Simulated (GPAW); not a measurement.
A computed F K-edge spectrum of one site in a crystal of Cr, F and K, with its zero at a photon energy of about 680.3 eV (LDA puts this hole about 5 eV below PBE, itself good to a few eV). Method: GPAW, LDA + U, full core hole (charged cell) in a small cell, dipole transitions, broadening that rises with energy.

Energy from the lowest empty level; intensity scaled to a mean of 1 over the first 20 eV:

```
E (eV)  intensity
  -2.0       0.00
  -1.4       0.00
  -0.8       0.00
  -0.2       0.01
   0.4       0.23
   1.0       0.59
   1.6       0.41
   2.2       0.85
   2.8       2.29
   3.4       1.85
   4.0       1.39
   4.6       1.91
   5.2       2.00
   5.8       1.32
   6.4       1.06
   7.0       1.07
   7.6       1.26
   8.2       1.42
   8.8       1.25
   9.4       0.99
  10.0       0.79
  10.6       0.64
  11.2       0.50
  11.8       0.41
  12.4       0.41
  13.0       0.48
  13.6       0.65
  14.2       0.88
  14.8       1.09
  15.4       1.20
  16.0       1.22
  16.6       1.17
  17.2       1.04
  17.8       0.88
  18.4       0.72
  19.0       0.60
  19.6       0.54
  20.2       0.54
  20.8       0.59
  21.4       0.69
  22.0       0.81
  22.6       0.94
  23.2       1.06
  23.8       1.16
  24.4       1.22
  25.0       1.25
  25.6       1.24
  26.2       1.20
  26.8       1.14
  27.4       1.10
  28.0       1.08
  28.6       1.09
  29.2       1.11
  29.8       1.13
  30.4       1.13
  31.0       1.13
```

Which coordination does this site have?

A K edge sees empty p states; the first features are F p mixed into the empty d states of the Cr neighbours, and the broad ones above probably into the cations' higher empty bands. It is atom 9 of KCrF3 (I4/mcm), with 2 Cr at 2.01 Å (linear, site symmetry -42m). Its main maxima below 24 eV lie at 1.0 eV (0.59), 3.0 eV (2.41), 4.9 eV (2.11), 8.2 eV (1.42) and 15.9 eV (1.23). A near-edge spectrum doesn't fix the structure by itself; it is matched against candidates. The hole lies in one spin channel, while the script sums the empty states of both and takes the lower zero; where the two channels are split, this blurs and shifts the curve. The crystal has 2 inequivalent F sites and not all are shown here, while a measurement adds them all. The spins start antiferromagnetically in a simple order, which needn't be the measured one; gap and edge can depend on it. The holes are only 5.9 Å apart, so the shape is probably not converged with cell size; no larger cell was run here. The mesh is coarse (0.37 Å⁻¹ between points), so small maxima may be mesh ripples. The structure is a published determination, not relaxed.

[Banner, clock and machine lines of the logs are left out without a mark of their own.]

[Logs are printed without paths, hosts, clocks, repeated set-up lines and the standing remarks that a program may print on its own settings, such as how far it seeks lower states.]

[Hosts, paths, dates, database ids (printed as entryN), source tags and the programs' standing remarks are cut or masked in the printed files.]

[Lists of maxima count a maximum above −3 eV only where it reaches 4 % of the highest in the window and stands out from its surroundings by 2 % of it (1.5 % where it reaches 55 %); shoulders and weaker maxima are passed over, and of the rest the first, up to two pre-edge ones and the few strongest are named.]
